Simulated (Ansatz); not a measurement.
# Cs2HgSe2 (Pbam): bands and screening cutoff converge together

Aim: vary empty bands and screening cutoff apart and together in G0W0 on Cs2HgSe2 (Pbam).

Program: Ansatz 0.2.0. Level of theory: G0W0 on PBE, plane waves, PAW; PAW set soft_1. Results are calculated unless marked as measured.

Most raw output is cut from this account.

## (1) The structure

It takes space group Pbam (No. 55, orthorhombic). The conventional cell has a = 8.185 Å, b = 10.330 Å, c = 4.711 Å, α = 90.00°, β = 90.00°, γ = 90.00°. Cs has 6 Se at 3.66 to 3.72 Å and 1 Cs at 3.87 Å nearest. Nearest to Hg lie 2 Se at 2.41 Å. Nearest to Se lie 1 Hg at 2.41 Å and 6 Cs at 3.66 to 3.72 Å. Farther neighbours and most contacts between anions are not listed.

The cell and positions come from the Crystallography Open Database and are kept as given unless a step says otherwise. Spin-orbit coupling is left out unless a step names it.

## (2) 319 empty bands, screening to 50 eV

G0W0 replaces the xc potential by the self-energy, built once from these orbitals. Only a window of levels is corrected, while the sums run over the empty bands that the input names. This step takes PAW set soft_1 files.

input.yaml reads:

```yaml
crystal:
  lattice:
    - [8.1849, 0.0, 0.0]
    - [0.0, 10.3302, 0.0]
    - [0.0, 0.0, 4.7112]
  atoms:
    - { symbol: Cs, position: [0.39222, 0.83311, 0.5] }
    - { symbol: Cs, position: [0.60778, 0.16689, 0.5] }
    - { symbol: Cs, position: [0.89222, 0.66689, 0.5] }
    - { symbol: Cs, position: [0.10778, 0.33311, 0.5] }
    - { symbol: Hg, position: [0.5, 0.5, 0.0] }
    - { symbol: Hg, position: [0.0, 0.0, 0.0] }
    - { symbol: Se, position: [0.23025, 0.59445, 0.0] }
    - { symbol: Se, position: [0.76975, 0.40555, 0.0] }
    - { symbol: Se, position: [0.73025, 0.90555, 0.0] }
    - { symbol: Se, position: [0.26975, 0.09445, 0.0] }
kpoints:
  mp_grid: { grid: [2, 2, 2] }
hamiltonian:
  xc: pbe
  pseudopotentials: { kind: paw, azcp: { folder: soft_1 } }
scf:
  occupations: { method: fixed }
gw:
  n_empty_bands: 319
  ecut_chi: 50
  qp_bands: [v3, c3]
  qp_kpoints: band_edges
  screening: { model: contour_deformation }
```

Launch:

```
$ ansatz run input.yaml --threads 2 --pin off --max-ram 92160MiB --backend cuda --events-out ev --progress --plain --runs-dir out --devices 1 --max-vram 13GiB
```

Elapsed: 21 s, on 1 × NVIDIA H100 80GB HBM3 (shared by 6 runs) with 2 threads of AMD EPYC 7R13 (Zen 3), shared host; peak memory 1.9 GiB; 31 s of CPU time.

Numbers from this step:

* bands summed: 389
* RPA ε∞ on this mesh (eigenvalues): 3.645, 3.689, 4.660
* plane waves in the screening matrix: 331
* q-points in the mesh: 8
* G0W0 gap on the mesh: 3.309 eV
* k of the valence top: -0.5, 0, 0
* k of the conduction bottom: 0, 0, 0
* starting gap on the mesh: 1.999 eV
* Z at the valence top: 0.7542
* Z at the conduction bottom: 0.8047
* least direct G0W0 gap on the computed points: 3.346 eV

The gap on the mesh goes from 2.00 eV to 3.31 eV, a correction of +1.31 eV. Between the two edge states, bare exchange in place of the xc potential would open the gap by 6.52 eV, and correlation takes back 5.21 eV.

## (3) 1661 empty bands, screening to 50 eV

Changes to input.yaml since step 2:

```diff
@@ -24,3 +24,3 @@
 gw:
-  n_empty_bands: 319
+  n_empty_bands: 1661
   ecut_chi: 50
```

Run time: 1.7 min. Hardware: 1 × NVIDIA H100 80GB HBM3 (shared by 6 runs) with 2 threads; peak memory 4.2 GiB; 2.7 min of CPU time.

This step gave:

| Property | Result |
| --- | --- |
| bands summed | 1731 |
| RPA ε∞ on this mesh (eigenvalues) | 3.648, 3.693, 4.666 |
| plane waves in the screening matrix | 331 |
| G0W0 gap on the mesh | 3.279 eV |
| k of the valence top | -0.5, 0, 0 |
| k of the conduction bottom | 0, 0, 0 |
| starting gap on the mesh | 1.999 eV |
| least direct G0W0 gap on the computed points | 3.317 eV |

Against the run with 2×2×2 mesh, 319 empty bands, screening to 50 eV, PAW set soft_1 files, the gap moves by −0.03 eV.

## (4) 904 empty bands, screening to 100 eV

Bands and screening cutoff are moved together, since each hides the error of the other.

Changes to input.yaml since step 3:

```diff
@@ -24,4 +24,4 @@
 gw:
-  n_empty_bands: 1661
-  ecut_chi: 50
+  n_empty_bands: 904
+  ecut_chi: 100
   qp_bands: [v3, c3]
```

The job ended after 44 s (1 × NVIDIA H100 80GB HBM3 (shared by 6 runs) with 2 threads; peak memory 3.6 GiB; 60 s of CPU time).

The G0W0 gap on the mesh is 3.420 eV.

## (5) 319 empty bands, screening to 150 eV

Changes to input.yaml since step 4:

```diff
@@ -24,4 +24,4 @@
 gw:
-  n_empty_bands: 904
-  ecut_chi: 100
+  n_empty_bands: 319
+  ecut_chi: 150
   qp_bands: [v3, c3]
```

The job ended after 31 s (1 × NVIDIA H100 80GB HBM3 (shared by 6 runs) with 2 threads; peak memory 4.5 GiB; 46 s of CPU time).

The G0W0 gap on the mesh is 3.388 eV.

## (6) 1661 empty bands, screening to 150 eV

Changes to input.yaml since step 5:

```diff
@@ -24,3 +24,3 @@
 gw:
-  n_empty_bands: 319
+  n_empty_bands: 1661
   ecut_chi: 150
```

Elapsed: 71 s, on 1 × NVIDIA H100 80GB HBM3 (shared by 6 runs) with 2 threads; peak memory 6.7 GiB.

The G0W0 gap on the mesh is 3.451 eV.

## (7) The grid

Start PBE, 2×2×2 mesh. Times are wall times on 1 × NVIDIA H100 80GB HBM3 (shared by 6 runs) with 2 threads of AMD EPYC 7R13 (Zen 3), shared host, good to a factor of about two.

```
cutoff (eV)  plane waves at q = 0  bands summed  gap (eV)  Σc valence (eV)  Σc conduction (eV)     time
         50                   331           389     3.309             2.49               -2.71     21 s
         50                   331          1731     3.279             2.31               -2.93  1.7 min
        100                   923           974     3.420             2.16               -2.94     44 s
        150                  1661           389     3.388             2.45               -2.68     31 s
        150                  1661          1731     3.451             2.02               -3.04     71 s
```

## (8) What came out

```
389 bands, 50 eV                   : 3.309 eV
1731 bands, 50 eV                  : 3.279 eV
974 bands, 100 eV                  : 3.420 eV
389 bands, 150 eV                  : 3.388 eV
1731 bands, 150 eV                 : 3.451 eV
estimated limit along the diagonal : 3.49 eV
mesh and start                     : 2×2×2, PBE
```

At 50 eV, going from 389 to 1731 bands moves the gap by −0.03 eV. At 150 eV, going from 389 to 1731 bands moves the gap by +0.06 eV. At 389 bands, raising the cutoff from 50 to 150 eV moves it by +0.08 eV. At 1731 bands, raising the cutoff from 50 to 150 eV moves it by +0.17 eV. Along the diagonal, where both rise together, the two highest rungs point to 3.49 eV. Gaps are over the mesh's points; an edge off the mesh would be missed. A low cutoff hides what high bands add, so a band series at one cutoff can look settled before the gap is. The 2×2×2 mesh is coarse for this cell (its supercell is 9 Å along the shortest edge). The RPA ε∞ on it, from the PBE start, is 3.63, 3.67 and 4.64; such meshes misread the long-range screening, most where the gap is narrow. The many-body steps are scalar-relativistic: spin-orbit coupling is not in them.

[Paths, hosts, dates, memory and timing lines, banners, echoed tables and standing remarks are left out of the program output.]

[Logs are printed without paths, hosts, clocks, repeated set-up lines and the standing remarks that a program may print on its own settings, such as how far it seeks lower states.]

[Runs of the session that timed out or met a known fault of the program may be left out.]

[Cells called generated may have been cut or substituted from an entry of the Crystallography Open Database or the Materials Project.]

[Hosts, paths, dates, database ids (printed as entryN), source tags and the programs' standing remarks are cut or masked in the printed files.]
